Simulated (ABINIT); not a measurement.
## CsCdH3 (Pm-3m): zone-centre phonons

Which modes does CsCdH3 (Pm-3m) have at the zone centre?

Method: DFT PBE, scalar-relativistic, plane waves, SPMS norm-conserving pseudopotentials, in ABINIT 10.8.3.

The structure was built from a prototype and need not be the compound's stable phase.

### 1. Starting point

Symmetry: Pm-3m, No. 221, cubic system. Conventional cell: a = 4.508 Å, b = 4.508 Å, c = 4.508 Å, α = 90.00°, β = 90.00°, γ = 90.00°. Nearest to Cs lie 12 H at 3.19 Å. Cd has 6 H at 2.25 Å nearest. Nearest to H lie 2 Cd at 2.25 Å and 4 Cs at 3.19 Å and 8 H at 3.19 Å. Farther neighbours are not listed.

### 2. A probe with smearing

A first run with smearing and empty bands tells whether the crystal has a gap, which decides between fixed occupations and smearing later on.

probe.abi

```
# ground state
tolvrs 1.0d-08
prtden 1
prtwf 1

# basis, mesh and filling
ecut 38.0
ecutsm 3.0
ngkpt 4 4 4
nshiftk 1
shiftk 0.0 0.0 0.0
istwfk *1
occopt 7
tsmear 0.005
nband 24
nstep 100
diemac 9.0
prtebands 0
prtgsr 0
useylm 1

# cell and atoms
acell 8.51888537 8.51888537 8.51888537
rprim 
    1.0 0.0 0.0
    0.0 1.0 0.0
    0.0 0.0 1.0
ntypat 3
znucl 55 48 1
natom 5
typat 1 2 3 3 3
xred 
    0.0 0.0 0.0
    0.5 0.5 0.5
    0.5 0.5 0.0
    0.5 0.0 0.5
    0.0 0.5 0.5
pp_dirpath "./pseudo"
pseudos "Cs.psp8, Cd.psp8, H.psp8"
```

Command:

```console
$ OMP_NUM_THREADS=1 mpirun -n 4 abinit probe.abi > probe.log
```

Numbers of over 12 decimals in the logs are rounded to 6 here.

probe.abo, the main output file:

```text
[banners, grids, parts of the stress and lines that vanish by symmetry left out]
- input  file    -> probe.abi
- output file    -> probe.abo
- root for input  files -> probei
[...]
Symmetries : space group Pm -3 m (#221); Bravais cP (primitive cubic)
[...]
mpw =        6968          nfft =      110592          nkpt =          10
[...]
== DATASET  1 ==================================================================
[...]
cutoff_energies: {ecut:  38.0, pawecutdg:  -1.0, }
[...]
Exchange-correlation functional for the present dataset will be:
  GGA: Perdew-Burke-Ernzerhof functional - ixc=11
[...]
ETOT  1  -192.54561197880    -1.925E+02 1.335E-01 2.272E+02
 ETOT  2  -192.83336598802    -2.878E-01 6.467E-03 3.260E+01
 ETOT  3  -192.83836637617    -5.000E-03 2.461E-03 9.040E-01
 ETOT  4  -192.83850750990    -1.411E-04 9.697E-04 2.549E-01
 ETOT  5  -192.83854936284    -4.185E-05 3.290E-04 5.915E-03
 ETOT  6  -192.83854980908    -4.462E-07 1.179E-04 1.465E-04
 ETOT  7  -192.83854982125    -1.217E-08 6.321E-05 9.050E-06
 ETOT  8  -192.83854982195    -7.000E-10 7.783E-05 2.214E-07
 ETOT  9  -192.83854982194     1.020E-11 2.763E-05 8.112E-09
 At SCF step    9       vres2   =  8.11E-09 < tolvrs=  1.00E-08 =>converged.
[...]
sigma(1 1)=  1.08882931E-04  sigma(3 2)=  0.00000000E+00
  sigma(2 2)=  1.08882931E-04  sigma(3 1)=  0.00000000E+00
  sigma(3 3)=  1.08882931E-04  sigma(2 1)=  0.00000000E+00
[...]
convergence: {deltae:  1.020E-11, res2:  8.112E-09, residm:  2.763E-05, diffor: null, }
etotal    :  -1.92838550E+02
[...]
sigma(1 1)=  1.08882931E-04  sigma(3 2)=  0.00000000E+00
  sigma(2 2)=  1.08882931E-04  sigma(3 1)=  0.00000000E+00
  sigma(3 3)=  1.08882931E-04  sigma(2 1)=  0.00000000E+00
[...]
- sigma(1 1)=  3.20344643E+00  sigma(3 2)=  0.00000000E+00
- sigma(2 2)=  3.20344643E+00  sigma(3 1)=  0.00000000E+00
- sigma(3 3)=  3.20344643E+00  sigma(2 1)=  0.00000000E+00
[...]
fcart     -0.0000000000E+00 -0.0000000000E+00 -0.0000000000E+00
           strten      1.0888293095E-04  1.0888293095E-04  1.0888293095E-04
================================================================================

[key lines of the parts left out:]
pressure_GPa:  -3.2034E+00
```

It took 16 s on 4 MPI ranks of Arm Neoverse V1, shared host.

This step gave:

```yaml
volume_per_atom: 18.32 Å³
pressure: -3.203 GPa
gap_on_the_k_mesh: 0 eV
```

No gap opens on this mesh, so smearing is kept.

### 3. Rough relaxation

The typed start is rough, so a first relaxation with smearing and loose thresholds takes it towards rest cheaply.

prerelax.abi

```
# relaxation
ionmov 2
optcell 2
dilatmx 1.15
chkdilatmx 0
ntime 40
tolmxf 3.0d-04
tolvrs 1.0d-10
prtwf 0
prtden 0
chksymtnons 0

# basis, mesh and filling
ecut 30.4
ecutsm 3.0
ngkpt 4 4 4
nshiftk 1
shiftk 0.0 0.0 0.0
istwfk *1
occopt 7
tsmear 0.005
nband 24
nstep 100
diemac 1000000.0
prtebands 0
prtgsr 0
useylm 1

# cell and atoms
acell 8.51888537 8.51888537 8.51888537
rprim 
    1.0 0.0 0.0
    0.0 1.0 0.0
    0.0 0.0 1.0
ntypat 3
znucl 55 48 1
natom 5
typat 1 2 3 3 3
xred 
    0.0 0.0 0.0
    0.5 0.5 0.5
    0.5 0.5 0.0
    0.5 0.0 0.5
    0.0 0.5 0.5
pp_dirpath "./pseudo"
pseudos "Cs.psp8, Cd.psp8, H.psp8"
```

Command:

```console
$ OMP_NUM_THREADS=1 mpirun -n 4 abinit prerelax.abi > prerelax.log
```

prerelax.abo, the main output file:

```text
[banners, grids, parts of the stress and lines that vanish by symmetry left out]
- input  file    -> prerelax.abi
- output file    -> prerelax.abo
- root for input  files -> prerelaxi
[...]
Symmetries : space group Pm -3 m (#221); Bravais cP (primitive cubic)
[...]
mpw =        7568          nfft =      125000          nkpt =          10
[...]
== DATASET  1 ==================================================================
[...]
cutoff_energies: {ecut:  30.4, pawecutdg:  -1.0, }
[...]
Exchange-correlation functional for the present dataset will be:
  GGA: Perdew-Burke-Ernzerhof functional - ixc=11
[...]
ETOT  1  -192.56289198938    -1.926E+02 1.177E-01 2.239E+02
 ETOT  2  -192.83653821008    -2.736E-01 5.498E-03 1.000E+01
 ETOT  3  -192.83805714391    -1.519E-03 6.311E-04 5.840E-01
 ETOT  4  -192.83806640205    -9.258E-06 3.685E-04 1.688E-01
[...]
ETOT  8  -192.84243524400    -1.907E-11 2.011E-09 8.348E-11
 At SCF step    8       vres2   =  8.35E-11 < tolvrs=  1.00E-10 =>converged.
[...]
sigma(1 1)=  1.15507616E-07  sigma(3 2)=  0.00000000E+00
  sigma(2 2)=  1.15507616E-07  sigma(3 1)=  0.00000000E+00
  sigma(3 3)=  1.15507616E-07  sigma(2 1)=  0.00000000E+00
[...]
convergence: {deltae: -1.907E-11, res2:  8.348E-11, residm:  2.011E-09, diffor: null, }
etotal    :  -1.92842435E+02
[...]
At Broyd/MD step   5, gradients are converged :
[...]
sigma(1 1)=  1.15507616E-07  sigma(3 2)=  0.00000000E+00
  sigma(2 2)=  1.15507616E-07  sigma(3 1)=  0.00000000E+00
  sigma(3 3)=  1.15507616E-07  sigma(2 1)=  0.00000000E+00
[...]
- sigma(1 1)=  3.39835140E-03  sigma(3 2)=  0.00000000E+00
- sigma(2 2)=  3.39835140E-03  sigma(3 1)=  0.00000000E+00
- sigma(3 3)=  3.39835140E-03  sigma(2 1)=  0.00000000E+00
[...]
fcart     -0.0000000000E+00 -0.0000000000E+00 -0.0000000000E+00
           strten      1.1550761629E-07  1.1550761629E-07  1.1550761628E-07
================================================================================

[key lines of the parts left out:]
pressure_GPa:  -3.3984E-03
Total energy (etotal) [Ha]= -1.92842435244003E+02
```

Elapsed: 95 s, on 4 MPI ranks; 6.3 min of CPU time.

Step by step:

| step | energy less that of the first step (eV) | largest force (eV/Å) | volume (Å³) |
| --- | --- | --- | --- |
| 1 | 0.0000 | 0.0000 | 91.61 |
| 2 | -0.0173 | 0.0000 | 90.72 |
| 3 | -0.1135 | 0.0000 | 79.31 |
| 4 | -0.1175 | 0.0000 | 81.33 |
| 5 | -0.1176 | 0.0000 | 81.06 |

| conventional cell, symmetrised | before | after | change |
| --- | --- | --- | --- |
| a (Å) | 4.508 | 4.328 | -4.0 % |
| b (Å) | 4.508 | 4.328 | -4.0 % |
| c (Å) | 4.508 | 4.328 | -4.0 % |
| volume (Å³/atom) | 18.32 | 16.21 | -11.5 % |

This step gave:

```
volume per atom : 16.21 Å³
pressure        : -0.003398 GPa
```

The volume changes by -11.5 % in this run and stands -11.5 % from the first cell.

### 4. Relaxing the cell and atoms

The harmonic expansion needs vanishing forces, and a free crystal bears no stress, so cell and atoms are brought to rest. Stress is more sensitive to the basis than forces are: the last 3 Ha under the cutoff are smoothed with ecutsm.

relax.abi

```
# relaxation
ionmov 2
optcell 2
dilatmx 1.08
ntime 40
tolmxf 1.0d-05
tolvrs 1.0d-14
prtwf 0
prtden 0
chksymtnons 0

# basis, mesh and filling
ecut 38.0
ecutsm 3.0
ngkpt 6 6 6
nshiftk 1
shiftk 0.0 0.0 0.0
istwfk *1
occopt 3
tsmear 0.01
nband 24
nstep 100
diemac 1000000.0
prtebands 0
prtgsr 0
useylm 1

# cell and atoms
acell 8.178290203 8.178290203 8.178290203
rprim 
    1.0 0.0 0.0
    0.0 1.0 0.0
    0.0 0.0 1.0
ntypat 3
znucl 55 48 1
natom 5
typat 1 2 3 3 3
xred 
    0.0 0.0 0.0
    0.5 0.5 0.5
    0.5 0.5 0.0
    0.5 0.0 0.5
    0.0 0.5 0.5
pp_dirpath "./pseudo"
pseudos "Cs.psp8, Cd.psp8, H.psp8"
```

Command:

```console
$ OMP_NUM_THREADS=1 mpirun -n 4 abinit relax.abi > relax.log
```

relax.abo, the main output file:

```text
[banners, grids, parts of the stress and lines that vanish by symmetry left out]
- input  file    -> relax.abi
- output file    -> relax.abo
- root for input  files -> relaxi
[...]
Symmetries : space group Pm -3 m (#221); Bravais cP (primitive cubic)
[...]
mpw =        7809          nfft =      125000          nkpt =          20
[...]
== DATASET  1 ==================================================================
[...]
cutoff_energies: {ecut:  38.0, pawecutdg:  -1.0, }
[...]
Exchange-correlation functional for the present dataset will be:
  GGA: Perdew-Burke-Ernzerhof functional - ixc=11
[...]
ETOT  1  -192.61972301948    -1.926E+02 9.819E-02 2.142E+02
 ETOT  2  -192.84212193745    -2.224E-01 5.914E-03 1.087E+01
 ETOT  3  -192.84367011260    -1.548E-03 1.118E-03 5.980E-01
 ETOT  4  -192.84374320588    -7.309E-05 8.832E-04 1.188E-01
 ETOT  5  -192.84376626142    -2.306E-05 7.952E-04 1.500E-03
[...]
At SCF step   13       vres2   =  4.80E-15 < tolvrs=  1.00E-14 =>converged.
[...]
sigma(1 1)= -2.76427872E-06  sigma(3 2)=  0.00000000E+00
  sigma(2 2)= -2.76427872E-06  sigma(3 1)=  0.00000000E+00
  sigma(3 3)= -2.76427872E-06  sigma(2 1)=  0.00000000E+00
[...]
convergence: {deltae:  4.064E-12, res2:  4.798E-15, residm:  9.594E-05, diffor: null, }
etotal    :  -1.92843767E+02
[...]
ETOT  1  -192.84376199250    -1.928E+02 9.863E-05 5.339E-02
[...]
At SCF step   10       vres2   =  9.43E-16 < tolvrs=  1.00E-14 =>converged.
[...]
sigma(1 1)= -2.47888787E-06  sigma(3 2)=  0.00000000E+00
  sigma(2 2)= -2.47888787E-06  sigma(3 1)=  0.00000000E+00
  sigma(3 3)= -2.47888787E-06  sigma(2 1)=  0.00000000E+00
[...]
convergence: {deltae:  8.100E-12, res2:  9.432E-16, residm:  2.202E-05, diffor: null, }
etotal    :  -1.92843767E+02
[...]
ETOT  1  -192.84338388953    -1.928E+02 2.043E-05 4.072E+00
[...]
ETOT 10  -192.84376851621    -2.586E-12 3.379E-06 7.187E-14
 ETOT 11  -192.84376851622    -1.197E-11 5.354E-07 2.761E-15
 At SCF step   11       vres2   =  2.76E-15 < tolvrs=  1.00E-14 =>converged.
[...]
sigma(1 1)= -7.85352370E-09  sigma(3 2)=  0.00000000E+00
  sigma(2 2)= -7.85352370E-09  sigma(3 1)=  0.00000000E+00
  sigma(3 3)= -7.85352371E-09  sigma(2 1)=  0.00000000E+00
[...]
convergence: {deltae: -1.197E-11, res2:  2.761E-15, residm:  5.354E-07, diffor: null, }
etotal    :  -1.92843769E+02
[...]
At Broyd/MD step   3, gradients are converged :
[...]
sigma(1 1)= -7.85352370E-09  sigma(3 2)=  0.00000000E+00
  sigma(2 2)= -7.85352370E-09  sigma(3 1)=  0.00000000E+00
  sigma(3 3)= -7.85352371E-09  sigma(2 1)=  0.00000000E+00
[...]
- sigma(1 1)= -2.31058645E-04  sigma(3 2)=  0.00000000E+00
- sigma(2 2)= -2.31058645E-04  sigma(3 1)=  0.00000000E+00
- sigma(3 3)= -2.31058645E-04  sigma(2 1)=  0.00000000E+00
[...]
fcart     -0.0000000000E+00 -0.0000000000E+00 -0.0000000000E+00
           strten     -7.8535237029E-09 -7.8535237029E-09 -7.8535237133E-09
================================================================================

[key lines of the parts left out:]
pressure_GPa:   2.3106E-04
Total energy (etotal) [Ha]= -1.92843768516217E+02
```

Elapsed: 1.8 min, on 4 MPI ranks; 7.1 min of CPU time.

Little changed from the start: no atom moved by 0.005 Å and no cell edge by 0.1 %.

Numbers from this step:

| Property | Result |
| --- | --- |
| volume per atom | 16.25 Å³ |
| pressure | 2.31e-4 GPa |

The volume changes by +0.2 % in this run and stands -11.3 % from the first cell.

### 5. Ground state

The response is built on these wavefunctions, so the potential is converged far more tightly than an energy would need. ecutsm is kept as in the relaxation, so that the cell stays at rest. Smearing stays on, as the first look found no gap above 0.3 eV.

gs.abi

```
# ground state
tolvrs 1.0d-16
prtden 1
prtwf 1

# basis, mesh and filling
ecut 38.0
ecutsm 3.0
ngkpt 6 6 6
nshiftk 1
shiftk 0.0 0.0 0.0
istwfk *1
occopt 3
tsmear 0.01
nband 24
nstep 100
diemac 1000000.0
prtebands 0
prtgsr 0
useylm 1

# cell and atoms
acell 8.184873553 8.184873553 8.184873553
rprim 
    1.0 0.0 0.0
    0.0 1.0 0.0
    0.0 0.0 1.0
ntypat 3
znucl 55 48 1
natom 5
typat 1 2 3 3 3
xred 
    0.0 0.0 0.0
    0.5 0.5 0.5
    0.5 0.5 0.0
    0.5 0.0 0.5
    0.0 0.5 0.5
pp_dirpath "./pseudo"
pseudos "Cs.psp8, Cd.psp8, H.psp8"
```

Command:

```console
$ OMP_NUM_THREADS=1 mpirun -n 4 abinit gs.abi > gs.log
```

gs.abo, the main output file:

```text
[banners, grids, parts of the stress and lines that vanish by symmetry left out]
- input  file    -> gs.abi
- output file    -> gs.abo
- root for input  files -> gsi
[...]
Symmetries : space group Pm -3 m (#221); Bravais cP (primitive cubic)
[...]
mpw =        6154          nfft =      110592          nkpt =          20
[...]
== DATASET  1 ==================================================================
[...]
cutoff_energies: {ecut:  38.0, pawecutdg:  -1.0, }
[...]
Exchange-correlation functional for the present dataset will be:
  GGA: Perdew-Burke-Ernzerhof functional - ixc=11
[...]
ETOT  1  -192.58557715424    -1.926E+02 1.558E-01 1.963E+02
 ETOT  2  -192.84186968507    -2.563E-01 6.528E-03 1.163E+01
 ETOT  3  -192.84367732280    -1.808E-03 2.888E-03 5.195E-01
 ETOT  4  -192.84373862126    -6.130E-05 1.093E-03 1.387E-01
 ETOT  5  -192.84376898648    -3.037E-05 4.381E-04 1.428E-03
[...]
ETOT 13  -192.84376941812    -1.282E-11 5.558E-05 7.037E-15
 ETOT 14  -192.84376941813    -8.953E-12 3.428E-05 7.705E-18
 At SCF step   14       vres2   =  7.70E-18 < tolvrs=  1.00E-16 =>converged.
[...]
sigma(1 1)= -1.85585404E-08  sigma(3 2)=  0.00000000E+00
  sigma(2 2)= -1.85585404E-08  sigma(3 1)=  0.00000000E+00
  sigma(3 3)= -1.85585404E-08  sigma(2 1)=  0.00000000E+00
[...]
convergence: {deltae: -8.953E-12, res2:  7.705E-18, residm:  3.428E-05, diffor: null, }
etotal    :  -1.92843769E+02
[...]
sigma(1 1)= -1.85585404E-08  sigma(3 2)=  0.00000000E+00
  sigma(2 2)= -1.85585404E-08  sigma(3 1)=  0.00000000E+00
  sigma(3 3)= -1.85585404E-08  sigma(2 1)=  0.00000000E+00
[...]
- sigma(1 1)= -5.46011108E-04  sigma(3 2)=  0.00000000E+00
- sigma(2 2)= -5.46011108E-04  sigma(3 1)=  0.00000000E+00
- sigma(3 3)= -5.46011108E-04  sigma(2 1)=  0.00000000E+00
[...]
fcart     -0.0000000000E+00 -0.0000000000E+00 -0.0000000000E+00
           strten     -1.8558540357E-08 -1.8558540361E-08 -1.8558540362E-08
================================================================================

[key lines of the parts left out:]
pressure_GPa:   5.4601E-04
```

It took 34 s on 4 MPI ranks; 2.3 min of CPU time.

Numbers from this step:

```yaml
pressure: 5.46e-4 GPa
```

The cell stands at 5.5e-4 GPa, close enough for phonons.

(Continued in part 2 of 4.)

[Host names and launcher messages were left out of these logs when they were recorded.]

[Logs are printed without paths, hosts, clocks, repeated set-up lines and the standing remarks that a program may print on its own settings, such as how far it seeks lower states.]

[Hosts, paths, dates, database ids (printed as entryN), source tags and the programs' standing remarks are cut or masked in the printed files.]
